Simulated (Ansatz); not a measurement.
The crystal is SnSe2 (1T monolayer).

The cell holds 3 atoms: 1 Sn and 2 Se. Its edges and angles: a = 3.829 Å, b = 3.829 Å, c = 29.600 Å, α = 90.0°, β = 90.0°, γ = 120.0°. It derives from Se2Sn1. Vacuum lies along c.

```xyz
3
Lattice="3.8291 0.0000 0.0000 -1.9146 3.3161 0.0000 0.0000 0.0000 29.6000" Properties=species:S:1:pos:R:3
Sn    0.0000    0.0000   14.8000
Se    0.0000    2.2107   16.3981
Se    1.9146    1.1054   13.2019
```

The structure was relaxed with PBE-D3(BJ). At the settings of the band run the largest force is still 0.08 eV/Å. The runs that relaxed it are not among those shown.

Gaps computed with Ansatz 0.2.0 without a self-energy: PBE 0.77 eV and HSE06 1.41 eV.

Question: What gap should G0W0 on PBE give (6×6×1 mesh, 499 empty bands, screening to 70 eV, PAW set soft_1 files)?

About 1.70 eV: on its mesh the run moves the gap from 0.79 eV by +0.93 eV, and the mesh misses the edges by 0.01 eV. Among the scalar-relativistic levels given, HSE06 is nearest (−0.29 eV). Bands and cutoff are finite, so the gap is not at the basis limit. The miss can reach some tenths of an eV and take either sign; the mesh is an error of its own. The mesh in the plane is coarse for a sheet; gap and any exciton binding can still move on denser ones. The many-body steps are scalar-relativistic: spin-orbit coupling is not in them.

[Paths, hosts, dates, memory and timing lines, banners, echoed tables and standing remarks are left out of the program output.]

[Logs are printed without paths, hosts, clocks, repeated set-up lines and the standing remarks that a program may print on its own settings, such as how far it seeks lower states.]

[Runs of the session that timed out or met a known fault of the program may be left out.]

[Cells called generated may have been cut or substituted from an entry of the Crystallography Open Database or the Materials Project.]

[Hosts, paths, dates, database ids (printed as entryN), source tags and the programs' standing remarks are cut or masked in the printed files.]
